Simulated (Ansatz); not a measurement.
# Relaxing glassy CaAl2Si6O16 (175 atoms), part 2 of 2

How does glassy CaAl2Si6O16 (175 atoms) relax, and what do bonds, charges and levels look like afterwards?

Ansatz 0.2.0; Kohn-Sham DFT, revPBE, PAW (set soft_2), plane waves.

The cell: 14 Al, 7 Ca, 112 O and 42 Si. The quench rate of 20 K/ps is many orders above laboratory rates. The starting topology of bonds comes from the classical model. Only the Γ point is sampled, in a cell whose shortest periodic width is 13 Å.

So far, density (g/cm³): step 4 (distances and neighbours after relaxation) 2.61.

## (5) Single point at the relaxed geometry (continued)

The levels nearest the highest filled one (over half full), pooled over k-points and spins:

| level less the highest filled one (eV) | occupation |
| --- | --- |
| -0.579 | 2 |
| -0.573 | 2 |
| -0.518 | 2 |
| -0.404 | 2 |
| -0.156 | 2 |
| 0 | 2 |
| 3.78 | 0 |
| 4.85 | 0 |
| 4.89 | 0 |
| 4.98 | 0 |
| 5.08 | 0 |
| 5.13 | 0 |

Valence density in the bc plane at fractional x = 0.126, with atoms of Al and Ca and O and Si within 0.2 Å of it. It is the smooth field of the valence electrons, not physical close to the nuclei.

Ten steps, logarithmic in the rise over the least value, from '0' (0.0 e/Å³) to '9' (6.5 e/Å³), each cell a mean:
```
1000000011233223578753233331001356653
1000112211122223699863212110001479974
1001233321100012467642110000001357753
2222233321000000122211000000000123332
6543112211000000000000000000011112245
9864223332111111000000011111112211358
8853245664322322100000135653111111247
4432247886433332100001358985210000123
5553235665422332100001368985200000013
8986212222334432100012345543100000026
8986310001356763100013444321000000136
5654222101257763100124665321001233323
1123454311134442100125665311012467642
1013565321112222322113443211112578752
0012343322222235775311111234433456531
1222221223322247998420001356654323321
3455321112221135886421111246654322222
4666432221100113444344432123322332212
3455444432101234432468875211111211101
2333345543112467653468986311233321001
4543234432113578753345654212468853123
6654322110012456531111222113589974234
5543211000112223221000122322356653234
2211000001233211333321234432122333322
```
Columns run along b (13.2 Å), rows up along c (13.2 Å). Atoms in or near the plane, at fractional coordinates: Al at (0.14, 0.79), Ca at (0.03, 0.57), O at (0.45, 0.34), O at (0.49, 0.93), O at (0.68, 0.66), O at (0.60, 0.19), O at (0.01, 0.75), O at (0.83, 0.11), Si at (0.87, 0.33), Si at (0.32, 0.65).

ELF in the bc plane at fractional x = 0.126, with atoms of Al and Ca and O and Si within 0.2 Å of it. It is the smooth field of the valence electrons, not physical close to the nuclei.

Ten even steps from '0' (0.00) to '9' (0.85), each cell a mean:
```
0000000001355203998972147874001378874
2000123210144216985895123441003898897
1000246531001014899873000000002689884
2210135641000001355410010000000134421
8873000110000000000000000000133211257
6896003543100000000000001210135411489
8984159987411111000000258884112200389
5420279889611221000001599798400000145
4542069998411121000001599798510000002
9998203443245542000001246875200000038
9998200001489986200013443221000011028
6762244200589997300037998410001577522
0013788610157763100048997310003899972
0025898610011222332015764100003798984
0012455212432148898510110156642589851
1233100135652169669830001699985122320
5888620013431048999621100489874111111
7998521210000013664246762025421232102
4787335764100245421389898400000110001
1221158886104899972598689611355531000
6762135553005998972268887304899995114
9985122110002699841012221104897796237
8863110000011134210000024521488874237
3320000001232000466520258862012223321
```
Columns run along b (13.2 Å), rows up along c (13.2 Å). Atoms in or near the plane, at fractional coordinates: Al at (0.14, 0.79), Ca at (0.03, 0.57), O at (0.45, 0.34), O at (0.49, 0.93), O at (0.68, 0.66), O at (0.60, 0.19), O at (0.01, 0.75), O at (0.83, 0.11), Si at (0.87, 0.33), Si at (0.32, 0.65).

Mean Löwdin charges: Al +1.37, Ca +1.81, O -0.83, Si +1.75 e (they miss 1.3 % of the electrons, so they add up to more than the cell's charge).

The surroundings of Al5, which has 5 bonded neighbours where the commonest count for Al is 4, nearest first, numbered as they follow in the input and with coordinates relative to it.

| atom | x | y | z | distance (Å) | bonds | Löwdin charge (e) |
| --- | --- | --- | --- | --- | --- | --- |
| Al5 | 0.00 | 0.00 | 0.00 | 0.00 | 5 | 1.30 |
| O85 | 1.08 | -0.45 | 1.34 | 1.78 | 3 | -0.98 |
| O32 | -0.64 | -1.69 | -0.26 | 1.82 | 2 | -0.84 |
| O95 | -1.52 | 0.60 | 0.85 | 1.84 | 3 | -0.85 |
| O44 | -0.58 | 0.62 | -1.77 | 1.96 | 3 | -0.81 |
| O55 | 1.07 | 1.67 | -0.37 | 2.02 | 3 | -0.80 |
| Al10 | -0.02 | 2.40 | -1.69 | 2.94 | 4 | 1.40 |
| Si142 | -2.96 | 0.31 | 0.19 | 2.98 | 4 | 1.74 |

The column of bonds counts only the pairs O-Si within 2.12 Å, O-Al within 2.38 Å, O-Ca within 2.98 Å; other neighbours, such as metal atoms beside each other in a compound, aren't counted, and periodic images can show an atom twice.

## (6) Results

* energy change in the relaxation: -78.34 meV/atom
* r.m.s. displacement: 0.213 Å
* largest displacement: 0.656 Å
* free energy per atom: -634.2421 eV/atom
* pressure: 1.944 GPa
* r.m.s. force component: 0.00425 eV/Å
* gap (highest filled to lowest empty level): 3.781 eV
* wall time of the 3 DFT runs: 7.6 min

In words: Relaxation lowers the energy by 78.3 meV/atom and moves atoms by 0.21 Å r.m.s.; the r.m.s. force component goes from 1.3 to 0.0043 eV/Å, the pressure goes from 8.4 to 1.9 GPa, and the gap from 3.35 to 3.78 eV. By the final cutoffs 0 of 265 bonded pairs parted and 2 joined. From the first step to the last the energy fell by 13.709 eV, and the largest move was 0.66 Å (O74). The O-Ca bonds change most in mean length: from 2.512 Å (spread 0.173) to 2.461 Å (spread 0.178), and their number from 40 to 41. With the cutoffs above, 86 % of Al atoms have 4, 43 % of Ca atoms have 5, 62 % of O atoms have 2 and all Si atoms have 4 bonded neighbours. 86 % of the oxygens bridge two formers (Si and Al) and 6 % are non-bridging; 8 % join three. Between filled and empty levels lie 3.78 eV (at Γ alone); a semilocal functional tends to put such gaps too low. In a disordered cell it changes from sample to sample, and tail or defect levels can set it.

What to keep in mind: The starting topology of bonds comes from the classical model; in DFT 0 of its 265 bonded pairs passed out of the cutoffs and 2 came within them. The pressure of 1.9 GPa says that the cell would expand at this level of theory.

Calculation beside experiment:

| quantity | measured | this cell | difference | method of the measurement |
| --- | --- | --- | --- | --- |
| nearest Ca–O distance | 2.32 Å | 2.42 Å | +4.3 % | high-energy XRD, PDF Gaussian fit |
| number of O about Ca | 5.3 | 5.86 | +10.5 % | high-energy XRD, PDF Gaussian fit |

The cell differs from the measured distances by up to 4.3 % and neighbour counts by up to 10.5 %. Distances of this cell are positions of the first main peak of g(r), or bond means where the peak is narrow; means over all bonds within a cutoff lie farther out for broad shells. The network comes from the model that made the cell; in DFT 0 of its 265 bonded pairs passed out of the cutoffs and 2 came within them. Our coordination numbers hang on a cutoff, and experiments count neighbours in their own ways.

[Logs are printed without paths, hosts, clocks, repeated set-up lines and the standing remarks that a program may print on its own settings, such as how far it seeks lower states.]

[Hosts, paths, dates, database ids (printed as entryN), source tags and the programs' standing remarks are cut or masked in the printed files.]
